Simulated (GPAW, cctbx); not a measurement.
# Bonding in YTl2Ge2 as X-rays see it

Question: by how much does bonding change the X-ray structure factors of YTl2Ge2, how firmly does DFT give the change, and what does a routine refinement make of it?

The start was made by putting kin elements into a known structure type; the compound need not exist, or be stable, in this form. All numbers below are calculated.

## 1. Relax the structure

The density hangs on the geometry, so cell and atoms are relaxed first, with the symmetry held. The cutoff is set higher than for the density because stress converges slowly with plane waves.

Settings: GPAW 26.7.0, PBE, 570 eV, 5×5×5 k-points, Fermi–Dirac width 0.1 eV, BFGS to 0.03 eV/Å.

```text
cell
1.0
     0.000000000   -4.598000000    0.000000000
     4.598000000    0.000000000    0.000000000
    -2.299000000    2.299000000    5.747000000
Tl Y Ge
2 1 2
Direct
0.750000000 0.250000000 0.500000000
0.250000000 0.750000000 0.500000000
0.000000000 0.000000000 0.000000000
0.378000000 0.378000000 0.756000000
0.622000000 0.622000000 0.244000000
```

```console
$ OMP_NUM_THREADS=1 mpirun -n 4 gpaw python run.py > gpaw.log
```

```text
BFGS:    0      -17.469578        2.494725
BFGS:    1      -17.686634        2.202737
BFGS:    2      -18.253407        0.713729
BFGS:    3      -18.308394        1.043354
...
BFGS:   17      -19.101964        0.070273
BFGS:   18      -19.102318        0.031118
BFGS:   19      -19.102402        0.001351
cell  4.2450 4.2450 8.0123  105.36 105.36 90.00
volume 133.868 A^3, largest force 0.001 eV/A, largest stress 0.00 GPa
```

The cell moved far, while the k-mesh and basis were chosen for the start, so the final shape may be somewhat biased.

After 19 steps the volume has changed by +10.2 % and the energy by -1.633 eV; the largest stress left is 0.00 GPa. It took 6.3 min on 4 cores of Intel(R) Xeon(R) Platinum 8375C CPU @ 2.90GHz (Ice Lake) (shared host), peak memory 1.9 GiB.

Relaxed structure: I4/mmm (no. 139), a = 4.2450 Å, b = 4.2450 Å, c = 14.8576 Å, α = 90.00°, β = 90.00°, γ = 90.00°.

| atom | mult. | x | y | z |
| --- | --- | --- | --- | --- |
| Tl1 | 4 | 0 | 1/2 | 1/4 |
| Y1 | 2 | 0 | 0 | 0 |
| Ge1 | 4 | 0 | 0 | 0.4173 |

## 2. The all-electron density

X-rays see the whole electron density, so the PAW density is rebuilt with its core regions. Subtracting spherical free atoms from the same code cancels the cores and leaves the deformation density Δρ, the part due to bonding.

Settings: PBE, 450 eV, 6×6×6 k-points, Fermi–Dirac width 0.1 eV; primitive cell of 5 atoms.

```console
$ OMP_NUM_THREADS=1 mpirun -n 4 gpaw python run.py > gpaw.log
```

```text
|iter:   1|       0s |  -19.580722 | -0.32 |       |
|iter:   2|       3s |  -19.385907 | -2.19 | -1.28 |
|iter:   3|       5s |  -18.956350 | -1.46 | -1.33 |
...
|iter:   8|      17s |  -18.929588c| -6.14 | -3.67 |
|iter:   9|      20s |  -18.929588c| -7.13 | -4.31c|
|iter:  10|      22s |  -18.929589c| -7.65c| -4.90c|
```

```text
gpts.py:43: UserWarning: Initial realspace grid (21,21,40) inconsistent with symmetries.
gpts.py:43: UserWarning: Initial realspace grid (21,21,40) inconsistent with symmetries.
gpts.py:43: UserWarning: Initial realspace grid (21,21,40) inconsistent with symmetries.
gpts.py:43: UserWarning: Initial realspace grid (21,21,40) inconsistent with symmetries.
gpts.py:70: UserWarning: Using symmetrized grid: (40,40,40).
gpts.py:70: UserWarning: Using symmetrized grid: (40,40,40).
gpts.py:70: UserWarning: Using symmetrized grid: (40,40,40).
gpts.py:70: UserWarning: Using symmetrized grid: (40,40,40).
grid (80, 80, 80)  electrons 265.000  moved by bonding 0.789 e
deformation density beyond 0.5 A of the nuclei: max 0.041, min -0.067 e/A^3
atom        x       y       z   Voronoi charge  moment
Tl1    0.7500  0.2500  0.5000      0.053       0.00
Tl2    0.2500  0.7500  0.5000      0.053       0.00
Y 3    0.0000  0.0000  0.0000      0.338       0.00
Ge4    0.4173  0.4173  0.8345     -0.222       0.00
Ge5    0.5827  0.5827  0.1655     -0.222       0.00
mean inner potential of superposed free atoms 18.560 V
total magnetic moment 0.000 muB
```

Deformation density in a plane through the shortest contact of the Ge atom at the origin, in 0.01 e/Å³ (clipped at ±99); x from -1.6 to 4.1 Å, y from 2.4 down to -2.4 Å:

```text
  0  -1  -1  -2  -3  -3   3   3   3   3  -3  -3  -2  -1  -1   0
  0   0   0  -1  -1  -1   0   0   0   0  -1  -1  -1   0   0   0
  1   1   1   1   1   1   1   1   1   1   1   1   1   1   1   1
  1   1   1   1   2   3   3   3   3   3   3   2   1   1   1   1
  1   1   1   0   0   0   1   4   4   1   0   0   0   1   1   1
  0   0   0  -2   .  -4  -3   3   3  -3  -4   .  -2   0   0   0
  0   0  -1  -1   .   .  -5   3   3  -5   .   .  -1  -1   0   0
  0   0   0  -2   .  -4  -3   3   3  -3  -4   .  -2   0   0   0
  1   1   1   0   0   0   1   4   4   1   0   0   0   1   1   1
  1   1   1   1   2   3   3   3   3   3   3   2   1   1   1   1
  1   1   1   1   1   1   1   1   1   1   1   1   1   1   1   1
  0   0   0  -1  -1  -1   0   0   0   0  -1  -1  -1   0   0   0
  0  -1  -1  -2  -3  -3   3   3   3   3  -3  -3  -2  -1  -1   0
```

Atoms in or within 0.15 Å of the plane: Ge (0.0, 0.0), Ge (2.5, 0.0) Å. Dots mark points within about 0.45 Å of a nucleus; large values next to them are atomic features.

Ge gains most (-0.22 e) and Y loses most (+0.34 e), as electronegativity suggests. Such charges fall far short of formal ones, since overlapping free atoms already put density on their neighbours. Along the shortest contact from the Ge atom at the map's origin, Ge–Ge at 2.46 Å, Δρ is +0.04 e/Å³ at the midpoint: little piles up between the atoms. At the midpoints of other shortest contacts it is +0.03 (Tl–Tl, 3.00 Å), +0.02 (Y–Ge, 3.24 Å) and +0.01 (Tl–Ge, 3.27 Å) e/Å³. Point values carry grid noise of about 0.01 e/Å³. The run needed 10 iterations, 36 s.

## 3. From the density to structure factors

The Fourier components of Δρ, added to those of the free atoms, give the static X-ray structure factors; the Mott–Bethe relation turns them into the Fourier components V of the potential that fast electrons feel.

```text
static structure factors of the conventional cell: F in electrons, V (Mott-Bethe) in volts
   h  k  l      d  |F| table  |F| free   |F| DFT   change   |V| free  |V| DFT  change %
   0  0  2  7.4288   179.213   178.985   178.745   -0.239     2.057    2.283     11.0
   1  0  1  4.0817    30.949    30.910    31.546    0.636     0.623    0.441    -29.1
   0  0  4  3.7144   309.035   308.976   309.013    0.037     7.254    7.245     -0.1
   1  0  3  3.2231    64.052    64.092    64.036   -0.056     2.215    2.225      0.5
   1  1  0  3.0017   114.699   114.501   114.633    0.133     0.540    0.519     -3.8
   1  1  2  2.7831   398.395   398.328   397.937   -0.391     9.085    9.136      0.6
   0  0  6  2.4763   315.516   315.435   315.100   -0.335     6.144    6.180      0.6
   1  0  5  2.4344   147.697   147.638   147.596   -0.042     4.056    4.060      0.1
   1  1  4  2.3346   259.434   259.328   258.902   -0.426     4.571    4.611      0.9
   2  0  0  2.1225   419.229   418.905   418.087   -0.818     8.568    8.631      0.7
   2  0  2  2.0408   154.805   154.800   154.851    0.051     1.880    1.876     -0.2
   1  1  6  1.9102   217.957   218.055   218.347    0.292     3.497    3.478     -0.5
   1  0  7  1.8984   138.014   137.776   137.646   -0.130     3.254    3.262      0.2
   2  1  1  1.8831    25.105    24.890    24.609   -0.281     0.498    0.515      3.4
```

The largest X-ray change is -0.82 e on 200, 0.2 % of |F|. For electrons V goes as (Z − F)/g², so a change of F counts against Z − F, which is small at low angle and wherever the atoms' terms cancel: |V| of 101 moves by -29.1 % (0.62 to 0.44 V) against +2.1 % in |F|. The last three rows still change by up to 0.29 e; the table stops while the angles are still low. The tabulated Hartree–Fock atoms differ from the free DFT atoms by up to 0.32 e, so the choice of reference atom matters too.

## 4. How cheap can the run be?

Cutoff and k-mesh: one is changed at a time, to find what the result needs.

| run | ΔF 200 (e) | ΔF 101 (e) | ΔF 114 (e) | q(Ge) (e) | moved (e) | time |
| --- | --- | --- | --- | --- | --- | --- |
| 450 eV 6×6×6 | -0.818 | +0.636 | -0.426 | -0.222 | 0.789 | 36 s |
| 250 eV 6×6×6 | -0.833 | +0.639 | -0.444 | -0.223 | 0.908 | 16 s |
| 350 eV 6×6×6 | -0.824 | +0.631 | -0.434 | -0.223 | 0.836 | 25 s |
| 750 eV 6×6×6 | -0.823 | +0.636 | -0.425 | -0.222 | 0.819 | 74 s |
| 450 eV 2×2×2 | -0.871 | +0.605 | -0.372 | -0.219 | 0.769 | 16 s |
| 450 eV 3×3×3 | -0.832 | +0.645 | -0.458 | -0.229 | 0.797 | 16 s |

Within 0.02 e of the base on all three: 250 eV 6×6×6, 350 eV 6×6×6 and 750 eV 6×6×6. The largest error, 0.054 e, comes with 450 eV 2×2×2. The moved charge is off by up to 15 % among these runs. Times are from shared hosts.

## 5. What a spherical-atom refinement makes of it

Routine crystallography fits spherical atoms. To see the bias, intensities are simulated from tabulated atoms plus the DFT change ΔF, so that bonding alone can misfit (8716 reflections of the full sphere, merged to the counts below, to 0.4 Å, 0.5 % proportional noise plus counting noise, assumed isotropic U as listed, Δρ smeared by the mean U) and refined with cctbx over different ranges.

```csv
range,data,R1,GooF,U Tl1 (true 0.0033),U Y1 (true 0.0044),U Ge1 (true 0.0047),largest shift (Å),"Δρ max, min (e/Å³)"
all data,698,0.0029,0.94,0.0033,0.0044,0.0047,0.0001,"0.47, -0.57"
"low resolution, d > 0.84",94,0.0018,0.96,0.0033,0.0044,0.0046,0.0000,"0.14, -0.16"
"high order, d < 0.75",568,0.0034,0.93,0.0033,0.0044,0.0047,0.0001,"0.45, -0.53"
"occupancies free, d > 0.7",154,0.0020,0.95,0.0033,0.0044,0.0048,0.0000,"0.16, -0.18"
```

With all data GooF is 0.94, so at this noise the bonding hardly shows; the top residual peak lies 2.42 Å from Tl and 2.42 Å from Tl. No U is off by more than 3 s.u. at low resolution. With Tl1 held at 1 and the scale free, the other occupancies refine to Y1 0.999(0.001) and Ge1 1.003(0.001), within three s.u. of full.

## 6. Answer

Bonding moves 0.79 e in the primitive cell of YTl2Ge2 and changes the structure factors of the conventional cell in the table above by at most 0.82 e (200, 0.2 %), and among reflections above 2 % of the strongest by up to 2.1 % (101). The shortest bond, Ge–Ge, has Δρ = +0.04 e/Å³ at its midpoint. Within 0.02 e of the base on all three: 250 eV 6×6×6, 350 eV 6×6×6 and 750 eV 6×6×6. The largest error, 0.054 e, comes with 450 eV 2×2×2. The moved charge is off by up to 15 % among these runs. With all data GooF is 0.94, so at this noise the bonding hardly shows. Limits: static density, frozen cores, no spin–orbit coupling.

[Outputs are excerpts: Python notices, other lines and further rows are left out; steps that failed or that the build refused (PBEsol, TPSS) are not shown.]

[Logs are printed without paths, hosts, clocks, repeated set-up lines and the standing remarks that a program may print on its own settings, such as how far it seeks lower states.]
